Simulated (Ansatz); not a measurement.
# LiCl (Fm-3m): band gap by G0W0 on PBE, part 2 of 2

Aim: the quasiparticle gap of LiCl (Fm-3m), starting from PBE.

Ansatz 0.2.0; PBE, then G0W0 on it, plane waves, PAW. Known limits of the many-body steps: finite bands, screening cutoff and k mesh; no spin-orbit coupling in G0W0.

So far. Step 2 (Bands along the symmetry lines): Over mesh and path the gap is 6.284 eV, from k = (0.075, 0.075, 0.150) to k = Γ. The least direct gap found is 6.287 eV, at k = Γ. On the 8×8×8 mesh alone the same run gives 6.287 eV, so that mesh misses an edge of PBE: 6.287 − 6.284 = +0.003 eV.

In doubt: masses and optical values from hybrid runs of this build are listed as unsure (in some of the runs), which bears on the screening that GW takes from such a start.

## 3. One-shot GW

G0W0 replaces the xc potential by a self-energy built once from the orbitals of the start. Levels are corrected in the window of bands that the input names, at points of the mesh.

This step: G0W0 on PBE, plane waves, PAW; PAW set soft_1.

The input, input.yaml:

```yaml
crystal:
  lattice:
    - [0.0, 2.5715, 2.5715]
    - [2.5715, 0.0, 2.5715]
    - [2.5715, 2.5715, 0.0]
  atoms:
    - { symbol: Li, position: [0.0, 0.0, 0.0] }
    - { symbol: Cl, position: [0.5, 0.5, 0.5] }
kpoints:
  mp_grid: { grid: [6, 6, 6] }
hamiltonian:
  xc: pbe
  pseudopotentials: { kind: paw, azcp: { folder: soft_1 } }
scf:
  occupations: { method: fixed }
gw:
  n_empty_bands: 218
  ecut_chi: 200.0
  qp_bands: [v2, c2]
  qp_kpoints: band_edges
  screening: { model: contour_deformation }
```

Run with:

```bash
ansatz run input.yaml --threads 24 --pin off --max-ram 82944MiB --backend cuda --events-out ev --progress --plain --runs-dir out --devices 1 --max-vram 78GiB
```

Numbers of over 12 decimals in the logs are rounded to 6 here.

What it wrote:

```text
GPUs: using 1 of 1 available (devices: 1).
[...]
GPU FFT provider: cuFFT
GPU libraries: cuBLAS 13.8.1, cuFFT 12.4.0, cuSOLVER 12.3.2
[...]
Crystal: 2 atoms, lattice volume = 34.009 Å³
Basis set: ecut = 420 eV, 645 PW (Γ)
Bands: 9, of which v1, the nominal top of the filled ones, is band 5 counted from 1 (4 counted from 0)
Symmetry: 48 space group operations
[...]
k-points: 16 of 216
[...]
GPU buffer pool allocated for 15625 grid points (all kernels)
[...]
SCF iter   1: F=—  HF=-1287.810735 eV  |F-HF|=—  |Δ(HF+E_count)|=         —  Δρ=2.86e-2  dr2=1.93e-1  ethr=3.10e-3  ⟨swp⟩=4.6  Hψ=977  notcnv=0  defer=24
[...]
SCF iter   6: F=-1287.835037 eV  HF=-1287.835037 eV  |F-HF|=3.50e-9  |Δ(HF+E_count)|=   1.00e-6  Δρ=6.66e-6  dr2=1.11e-8  ethr=1.00e-9  ⟨swp⟩=4.6  Hψ=827  notcnv=0
SCF 1 converged in 6 iterations: F = -1287.835037 eV  dr2 = 1.11e-8
[...]
NSCF: frozen V_eff on 16 k-points, pencils in batches of 32, up to order 36
the band table was solved once the SCF had ended and its energy, with any forces and stress, was formed, with the checks that follow a solve (1133 applications of the Hamiltonian). They found nothing against the state; the energy, forces and stress were not computed again (output.eigenvalues in the input reference)
[...]
NSCF: frozen V_eff on 16 k-points
G₀W₀ screening: q 1/16
[... further progress lines ...]
[...]
SCF converged after 6 iterations
Free energy (F): -1287.835037 eV
[...]
Internal energy: -1287.835037 eV  (E = F + TS)
E sigma→0 (E₀):  -1287.835037 eV
Fermi energy:    1.618253 eV
[...]
--- Band table (eV; the first three rows and the last of 16) ---
[...]
--- G₀W₀: contour deformation, 6 samples at zero and on the imaginary axis and 2 off it, 216 q-points, 218 empty bands' worth ---
  eigenvalues of the whole cell's RPA ε∞ on this k-mesh (on a slab, of 1 + 4πα/V) = 2.7496, 2.7496, 2.7496; static W/v taken at q = 0 is 0.363688
  bands read: the sum over 223 bands ends inside a degenerate multiplet in 3 slots, whose members it reads at an even weight; the widest, k=3: bands 223 to 224 (counted from 1) at 1/2 each
  gw.qp_kpoints: band_edges: 12 of 16 stored k-points solved, in 1 pass; an edge of the gap read off the rows below is read off those points alone
    valence top: of the k-points left out ik 5 came nearest to being solved in a further pass, in band 4 (counted from 1, as in the quasiparticle table): it holds the edge there only if its correction is more favourable than any solved in that band by at least 0.531 eV; those differ by 0.171 eV
    conduction bottom: of the k-points left out ik 11 came nearest to being solved in a further pass, in band 6 (counted from 1, as in the quasiparticle table): it holds the edge there only if its correction is more favourable than any solved in that band by at least 1.808 eV; those differ by 0.294 eV
    ik  band        ε_KS         Σx   Σc(E_QP)       V_xc       Z   E_QP_lin       E_QP  E_QP is
     0     4      1.6183   -21.2758     2.2968   -17.1004  0.7989    -0.2935    -0.2602  root
     0     5      1.6183   -21.2758     2.2968   -17.1004  0.7989    -0.2935    -0.2602  root
     0     6      7.9053    -6.2149    -3.7186   -10.6043  0.8447     8.5792     8.5761  root
     0     7     13.4050    -4.5248    -4.1435    -9.7905  0.8327    14.5395    14.5272  root
     1     4      1.5501   -21.2283     2.3139   -17.0257  0.7986    -0.3723    -0.3384  root
     1     5      1.5501   -21.2283     2.3139   -17.0257  0.7986    -0.3723    -0.3384  root
     1     6      8.5953    -6.2434    -3.7862   -10.7603  0.8415     9.3298     9.3259  root
     1     7     12.4373    -4.7369    -4.0913    -9.8247  0.8322    13.4432    13.4339  root
     2     4      1.4244   -21.1615     2.3476   -16.9064  0.7981    -0.5182    -0.4831  root
     2     5      1.4244   -21.1615     2.3476   -16.9064  0.7981    -0.5182    -0.4831  root
     2     6      8.6527    -4.8774    -3.6801    -9.3258  0.8473     9.4252     9.4210  root
     2     7     11.5823    -3.9795    -3.9930    -9.1030  0.8400    12.7238    12.7128  root
     3     4      1.3663   -21.1398     2.3637   -16.8596  0.7978    -0.5859    -0.5502  root
     3     5      1.3663   -21.1398     2.3637   -16.8596  0.7978    -0.5859    -0.5502  root
     3     6      8.3552    -4.5752    -3.5988    -8.9339  0.8499     9.1191     9.1152  root
     3     7     11.0510    -3.9588    -3.9045    -8.9813  0.8430    12.1791    12.1690  root
     4     4      1.3173   -20.9420     2.3663   -16.6606  0.7979    -0.6337    -0.5977  root
     4     5      1.3173   -20.9420     2.3663   -16.6606  0.7979    -0.6337    -0.5977  root
     4     6      9.0953    -6.8184    -3.8668   -11.4481  0.8367     9.8627     9.8583  root
     4     7     11.9892    -4.0382    -3.9055    -8.8784  0.8403    12.9313    12.9238  root
     6     4      0.7392   -20.2645     2.4716   -15.8237  0.7963    -1.2708    -1.2300  root
     6     5      1.1310   -20.8385     2.4135   -16.4850  0.7971    -0.8468    -0.8091  root
     6     6      9.3234    -5.0520    -3.7209    -9.6038  0.8442    10.1594    10.1543  root
     6     7     10.9062    -4.5855    -3.9094    -9.5694  0.8400    11.9901    11.9806  root
     7     4      0.5949   -20.1315     2.5139   -15.6319  0.7956    -1.4334    -1.3909  root
     7     5      1.3483   -21.0888     2.3631   -16.8092  0.7978    -0.6039    -0.5682  root
     7     6      9.3671    -4.9478    -3.7583    -9.5439  0.8440    10.2102    10.2050  root
     7     7     11.3658    -4.8210    -3.9764    -9.8584  0.8367    12.4366    12.4269  root
     8     4      0.9367   -20.4704     2.4450   -16.0710  0.7968    -1.0570    -1.0176  root
     8     5      1.5654   -21.3081     2.3133   -17.1049  0.7985    -0.3583    -0.3244  root
     8     6      9.3699    -5.8754    -3.8769   -10.5599  0.8391    10.1826    10.1775  root
     8     7     11.7183    -4.8084    -3.9730    -9.7391  0.8355    12.6841    12.6761  root
     9     4      0.7777   -20.4564     2.5022   -15.9764  0.7957    -1.2414    -1.2001  root
     9     5      0.7777   -20.4564     2.5022   -15.9764  0.7957    -1.2414    -1.2001  root
     9     6      9.9366    -5.1778    -3.7971    -9.9401  0.8419    10.9092    10.9019  root
     9     7     10.4294    -3.9507    -3.6561    -8.4322  0.8476    11.2598    11.2548  root
    10     4      0.2906   -19.9557     2.6103   -15.3213  0.7937    -1.7794    -1.7335  root
    10     5      0.7176   -20.4237     2.5166   -15.9227  0.7954    -1.3087    -1.2668  root
    10     6      9.6973    -4.7179    -3.7094    -9.3513  0.8453    10.6276    10.6212  root
    10     7     10.7464    -4.9654    -3.7959    -9.6798  0.8403    11.6717    11.6650  root
    12     4      0.5330   -20.2753     2.5672   -15.7034  0.7944    -1.5156    -1.4717  root
    12     5      0.5330   -20.2753     2.5672   -15.7034  0.7944    -1.5156    -1.4717  root
    12     6      9.4324    -5.1182    -3.6932    -9.7537  0.8447    10.3814    10.3748  root
    12     7      9.8711    -3.9670    -3.5664    -8.3268  0.8499    10.6688    10.6644  root
    14     4     -0.0878   -19.5250     2.6870   -14.7882  0.7920    -2.1872    -2.1376  root
    14     5      0.8447   -20.5250     2.4754   -16.0801  0.7962    -1.1652    -1.1248  root
    14     6     10.4843    -4.9332    -3.9100    -9.7713  0.8390    11.4194    11.4124  root
    14     7     10.8893    -5.2215    -3.9090   -10.1802  0.8373    11.9482    11.9390  root
```

Elapsed: 2.8 s, on 1 × NVIDIA GB200 (shared by 2 runs) with 24 threads of Arm Neoverse V2, shared host; peak memory 1.2 GiB; 13 s of CPU time.

Numbers from this step:

```yaml
bands_summed: 223
rpa_eps_infinity_on_this_mesh_eigenvalues: 2.750, 2.750, 2.750
plane_waves_in_the_screening_matrix: 229
q_points_in_the_mesh: 216
g0w0_gap_over_the_corrected_points: 8.836 eV
k_of_the_valence_top: 0, 0, 0
k_of_the_conduction_bottom: 0, 0, 0
starting_gap_on_the_mesh: 6.287 eV
z_at_the_valence_top: 0.7989
z_at_the_conduction_bottom: 0.8447
least_direct_g0w0_gap_over_the_corrected_points: 8.836 eV
```

Over 12 of 16 irreducible mesh points the G0W0 gap is 8.836 eV, direct, at k = Γ. The PBE gap of this run on the mesh is 6.287 eV. The two states that bound the G0W0 gap lie that far apart at the start, so the correction of the gap is 8.836 − 6.287 = +2.549 eV. The start of this run differs from the step before in mesh (8×8×8 and 6×6×6).

Labels follow the order of the start: v1 is the top filled band, c1 the lowest empty one; levels that stay degenerate share a row, the window can cut a multiplet, doubted levels are not marked in this list, bands outside the window were not corrected, and the list may be a part of the corrected levels. Levels before and after the correction, in eV, zero at the valence-band top of each column:

```
           conduction bottom  valence top
Kohn-Sham               6.29         0.00
     G0W0               8.84         0.00
```

```csv
,level,occupation,energy (eV)
Kohn-Sham,Γ v2-v1,2,0.000
Kohn-Sham,Γ c1,0,6.287
Kohn-Sham,Γ c2,0,11.787
G0W0,Γ v2-v1,2,0.000
G0W0,Γ c1,0,8.836
G0W0,Γ c2,0,14.787
```

The parts of the quasiparticle energy for the two states that bound the G0W0 gap, in eV on the run's own scale (QP = start + Σx + Σc − Vxc, with Σc at the quasiparticle energy):

| edge | k | band | start | Σx | Σc | Vxc | Z | QP |
| --- | --- | --- | --- | --- | --- | --- | --- | --- |
| valence top | Γ | 4 | 1.618 | −21.276 | 2.297 | −17.100 | 0.799 | −0.260 |
| conduction bottom | Γ | 6 | 7.905 | −6.215 | −3.719 | −10.604 | 0.845 | 8.576 |

## 4. The runs together

Each gap is the least one over the points named; times are wall times on shared hosts, not benchmarks. A G0W0 time includes the run's own self-consistent start. Rows marked * are further runs, not shown as steps, whose inputs differ from the G0W0 step on the same start in the columns given; solver thresholds can differ too.

```csv
level,mesh,"files, cutoff","bands summed, screening",points,gap (eV),valence top,conduction bottom,least direct gap (eV),time
PBE,8×8×8,"soft_1 PAW, 420 eV",-,mesh and path,6.284,"(0.075, 0.075, 0.150)",Γ,6.287,0.97 s
G0W0@PBE*,6×6×6,"soft_1 PAW, 420 eV","40, 60 eV",12 of 16 irreducible mesh points,8.493,Γ,Γ,8.493,2.6 s
G0W0@PBE*,6×6×6,"soft_1 PAW, 420 eV","106, 120 eV",12 of 16 irreducible mesh points,8.712,Γ,Γ,8.712,2.6 s
G0W0@PBE,6×6×6,"soft_1 PAW, 420 eV","223, 200 eV",12 of 16 irreducible mesh points,8.836,Γ,Γ,8.836,2.8 s
G0W0@PBE*,4×4×4,"soft_1 PAW, 420 eV","106, 120 eV",7 of 8 irreducible mesh points,8.713,Γ,Γ,8.713,1.5 s
G0W0@PBE*,6×6×6,"soft_1 PAW, 420 eV","106, 120 eV, plasmon pole",12 of 16 irreducible mesh points,8.684,Γ,Γ,8.684,2.8 s
```

## 5. Outcome

```json
{"PBE gap over mesh and path": "6.284 eV, from k = (0.075, 0.075, 0.150) to k = Γ", "G0W0@PBE gap over 12 of 16 irreducible mesh points": "8.836 eV, direct, at k = Γ", "GW settings": "6×6×6 mesh, 218 empty bands, screening to 200 eV, PAW set soft_1 files", "known limits": "finite bands, screening cutoff and k mesh; no spin-orbit coupling in G0W0"}
```

**Reading.** Over 12 of 16 irreducible mesh points the G0W0 gap is 8.836 eV, direct, at k = Γ. The PBE gap of this run on the mesh is 6.287 eV. The two states that bound the G0W0 gap lie that far apart at the start, so the correction of the gap is 8.836 − 6.287 = +2.549 eV. The valence state moves by −0.260 − 1.618 = −1.878 eV and the conduction state by 8.576 − 7.905 = +0.671 eV, on the run's own scale; with 40 bands the edge states move by −1.315 and +0.891 eV, so the split between the edges depends on the bands and cutoff. Over mesh and path, PBE puts the valence top at k = (0.075, 0.075, 0.150), where no G0W0 correction was computed. The G0W0 gap over the whole zone is therefore not known from this run; at its settings it can only be equal to or under the 8.836 eV found, and no correction is carried over from another point. For the start itself the gap is 6.284 eV over mesh and path and 6.287 eV on the mesh of the G0W0 run, in runs that differ in mesh (8×8×8 and 6×6×6). From 40 bands and 60 eV to 223 bands and 200 eV the gap moves by 8.836 − 8.493 = +0.343 eV (rung by rung 8.493, 8.712, 8.836 eV); bands and screening cutoff rise together, so their parts are not told apart. A line in one over the bands through the two highest rungs gives 8.836 + (8.836 − 8.712) × 106 / (223 − 106) = 8.948 eV, and through the pair below 8.712 + (8.712 − 8.493) × 40 / (106 − 40) = 8.845 eV. The two differ by 0.103 eV, not under the 0.030 eV asked, so the law does not hold well over these rungs and the limit is not known. With the 4×4×4 mesh in place of the 6×6×6 mesh and all else as in the G0W0@PBE row with 106 bands, the gap differs by 8.713 − 8.712 = +0.001 eV, and that of the start by 6.285 − 6.287 = −0.002 eV. With the plasmon pole model in place of the contour deformation model and all else as in the G0W0@PBE row with 106 bands, the gap differs by 8.684 − 8.712 = −0.028 eV. G0W0 on other starts in this series, not shown as steps and not all at these settings: 9.336 eV on HSE06 (6×6×6, soft_1 PAW, 106 bands, 120 eV) and 9.542 eV on PBE0 (6×6×6, soft_1 PAW, 106 bands, 120 eV). The G0W0 runs are scalar-relativistic. G0W0@PBE runs of this series with other atomic data on the same mesh, not shown as steps, give 8.710 eV (hard PAW, 780 eV, 106 bands, screening to 120 eV; the table's row with the same empty bands and screening cutoff has 8.712 eV); where bands and cutoffs differ too, the part of the files is not isolated.

[Paths, hosts, dates, memory and timing lines, banners, echoed tables and standing remarks are left out of the program output.]

[Logs are printed without paths, hosts, clocks, repeated set-up lines and the standing remarks that a program may print on its own settings, such as how far it seeks lower states.]

[Runs of the session that timed out or met a known fault of the program may be left out.]

[Cells called generated may have been cut or substituted from an entry of the Crystallography Open Database or the Materials Project.]

[Hosts, paths, dates, database ids (printed as entryN), source tags and the programs' standing remarks are cut or masked in the printed files.]

[Where an RPA ε∞ is given, it is that of the G0W0 mesh and is not shown converged in it. Names of k-points follow the symmetry that the program found, which can be lower than the space group named. Band edges on a path are those of the sampled points; other points can move an edge, and change direct to indirect where valleys lie close.]

[Hybrid gaps are those of their k-mesh and are not shown converged in it.]
